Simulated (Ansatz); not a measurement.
Bi2Te3 (Tellurobismuthite), computed twice by G0W0.

The structure is trigonal, space group R-3m (No. 166). Conventional cell: a = 4.386 Å, b = 4.386 Å, c = 30.497 Å, α = 90.00°, β = 90.00°, γ = 120.00°. Nearest to Bi lie 6 Te at 3.07 to 3.25 Å. Te has 6 Bi at 3.25 Å nearest. Nearest to Te lie 3 Bi at 3.07 Å. Farther neighbours and most contacts between anions are not listed.

```
Bi Te
1.0
     2.19300    1.26613   10.16567
    -2.19300    1.26613   10.16567
     0.00000   -2.53226   10.16567
Bi Te
2 3
Direct
  0.40000 0.40000 0.40000
  0.60000 0.60000 0.60000
  0.00000 0.00000 0.00000
  0.20950 0.20950 0.20950
  0.79050 0.79050 0.79050
```

The cell and positions come from the Crystallography Open Database and are kept as given unless a step says otherwise. Spin-orbit coupling is left out unless a run names it.

The first (Ansatz 0.2.0; start PBE with 30 % screened exact exchange, 4×4×4 mesh, 706 empty bands, screening to 150 eV, PAW set soft_1 files; 1 × NVIDIA H100 80GB HBM3 (shared by 6 runs) with 3 threads of AMD EPYC 7R13 (Zen 3), shared host) gave, on its mesh: starting gap 0.72 eV, G0W0 gap 0.66 eV, RPA ε∞ (mean) 26.08, 3 min.

The second changes start from PBE with 30 % screened exact exchange to PBE with 60 % screened exact exchange. What does it give?

It gave: starting gap 1.29 eV, G0W0 gap 0.85 eV, RPA ε∞ (mean) 16.92, 3.4 min. The G0W0 gap moves by +0.19 eV, +0.56 eV from the start and −0.37 eV from the correction. Σc changes by +0.11 eV at the valence top and −0.12 eV at the conduction bottom, and Σx − Vxc between them by −0.14 eV.

Limits: not at the basis limit; mesh may overstate the screening; no spin-orbit coupling.

[Paths, hosts, dates, memory and timing lines, banners, echoed tables and standing remarks are left out of the program output.]

[Logs are printed without paths, hosts, clocks, repeated set-up lines and the standing remarks that a program may print on its own settings, such as how far it seeks lower states.]

[Runs of the session that timed out or met a known fault of the program may be left out.]

[Cells called generated may have been cut or substituted from an entry of the Crystallography Open Database or the Materials Project.]

[Hosts, paths, dates, database ids (printed as entryN), source tags and the programs' standing remarks are cut or masked in the printed files.]
